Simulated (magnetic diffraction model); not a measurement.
# Solving a magnetic structure from powder neutron data: Cs4MnI4Br2

Space group P4/mnc (no. 128), a = 9.5470 Å, c = 10.4990 Å.

```csv
site,atom,x,y,z
8g,Cs,0.6473,0.8527,1/4
8h,I,0.7065,0.1382,1/2
4e,Br,1/2,1/2,0.7151
2b,Mn,0,0,1/2
```

The compound is invented for this exercise: a known structure type with other elements, its cell scaled to their sizes and not relaxed.

Only Mn is taken to order (form factors of Mn2+); orders and moment sizes are assumed, and not adapted to the symmetry. Radiation: neutrons of λ = 2.567 Å, 3° to 45°; isotropic B of 0.3 Å² (Cs), 0.36 Å² (I), 0.39 Å² (Br) and 0.35 Å² (Mn). The intensities are simulated: I ∝ L Σ (|F_N|² + |F_M⊥|²) for unpolarised neutrons, with F_M = 2.695 fm/μB × Σ f(s) S exp(2πi Q·r) exp(−B s²) at Q = H ± k (one set where k and −k are equivalent), only the part normal to Q counting and L = 1/(sin²θ cos θ). For collinear order S is the moment m, which repeats by lattice and centring translations R with the sign exp(−2πi k·R). Form factors are spin-only for 3d ions and dipole or tabulated for f ions, scattering lengths are Sears's of 1992, and absorption is left out. A label names one of the reflections at its angle. The strongest nuclear line in the range is 100, and lines under 0.2 are left out.

Above the ordering temperature:

| 2θ (°) | index | I |
| --- | --- | --- |
| 20.94 | (1 0 1) | 6.5 |
| 21.92 | (1 1 0) | 1.1 |
| 28.30 | (0 0 2) | 34.1 |
| 31.20 | (2 0 0) | 9.8 |
| 34.99 | (2 1 0) | 2.0 |
| 36.09 | (1 1 2) | 44.1 |
| 37.87 | (2 1 1) | 83.2 |
| 42.62 | (2 0 2) | 100.0 |
| 44.70 | (2 2 0) | 22.3 |

Below it (cell unchanged):

```csv
2θ (°),I
14.04,41.4
15.45,74.9
20.94,6.5
21.92,1.1
26.13,46.8
28.30,34.1
31.20,9.8
32.40,27.2
34.36,25.1
34.99,26.4
36.09,44.1
37.87,83.2
42.62,100.0
43.03,3.3
44.70,22.3
```

**Question.** Find the propagation vector, then choose among these models:
A. collinear moments along [100], 4.45 μB on Mn; signs + at (0, 0, 1/2), − at (1/2, 1/2, 0)
B. collinear moments along [111], 4.45 μB on Mn; signs + at (0, 0, 1/2), − at (1/2, 1/2, 0)
C. collinear moments along [111], 4.45 μB on Mn; signs + at (0, 0, 1/2), + at (1/2, 1/2, 0)
D. collinear moments along [100], 4.45 μB on Mn; signs + at (0, 0, 1/2), + at (1/2, 1/2, 0)

No line moves, and magnetic intensity falls on nuclear lines such as the one at 34.99°; new lines at (0 0 1), (1 0 0) and (1 1 -1) have whole indices that obey the lattice centring, at places with no nuclear intensity to speak of, so the magnetic cell equals the chemical primitive cell: k = 0.

Magnetic intensity, observed (below minus above) and for each model:

| 2θ (°) | index | observed | A | B | C | D |
| --- | --- | --- | --- | --- | --- | --- |
| 14.04 | (0 0 1) | 41.4 | 66.4 | 41.4 | <0.2 | <0.2 |
| 15.45 | (1 0 0) | 74.9 | 54.4 | 74.9 | <0.2 | <0.2 |
| 20.94 | (1 0 1) | <0.2 | <0.2 | <0.2 | 75.2 | 82.8 |
| 21.92 | (1 1 0) | <0.2 | <0.2 | <0.2 | 35.5 | 25.8 |
| 26.13 | (1 1 -1) | 46.8 | 45.2 | 46.8 | <0.2 | <0.2 |
| 32.40 | (1 0 2) | 27.2 | 37.6 | 27.2 | <0.2 | <0.2 |
| 36.09 | (1 1 2) | <0.2 | <0.2 | <0.2 | 21.3 | 26.7 |
| 37.87 | (2 1 1) | <0.2 | <0.2 | <0.2 | 39.6 | 33.3 |

Model B matches.

The structure used: k = (0 0 0), collinear moments along [111], 4.45 μB on Mn; signs + at (0, 0, 1/2), − at (1/2, 1/2, 0).

[Logs are printed without paths, hosts, clocks, repeated set-up lines and the standing remarks that a program may print on its own settings, such as how far it seeks lower states.]
